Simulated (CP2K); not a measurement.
The C K edge of formylcyclopropane was computed by TDDFT (CP2K XAS_TDP, aug-cc-pVDZ, TDA) at these levels: PBE, PBEh(45%) and PBEh(45%) + GW2X. The first three lines of C2 (bonded to C, O and H) with a strength over 0.0015, energy in eV and strength:

```tsv
run	first	second	third
1	269.81 (0.037)	271.75 (0.002)	271.87 (0.002)
2	288.43 (0.066)	293.22 (0.015)	294.29 (0.002)
3	281.64 (0.068)	286.43 (0.015)	287.50 (0.002)
```

**Question.** Which run is which?

Run 1: PBE (0 % exact exchange). Run 2: PBEh(45%) + GW2X (45 % exact exchange). Run 3: PBEh(45%) (45 % exact exchange). Self-interaction lifts the core level, so the uncorrected lines rise with the share of exact exchange. The GW2X run keeps the spacings of its parent: 4.79 eV between the first two lines in run 2, 4.79 eV in run 3. Its shift is +6.79 eV, since the Kohn–Sham level at this share of exchange lies that far above the quasiparticle level.

[Banner, clock and machine lines of the logs are left out without a mark of their own.]

[Logs are printed without paths, hosts, clocks, repeated set-up lines and the standing remarks that a program may print on its own settings, such as how far it seeks lower states.]

[Hosts, paths, dates, database ids (printed as entryN), source tags and the programs' standing remarks are cut or masked in the printed files.]
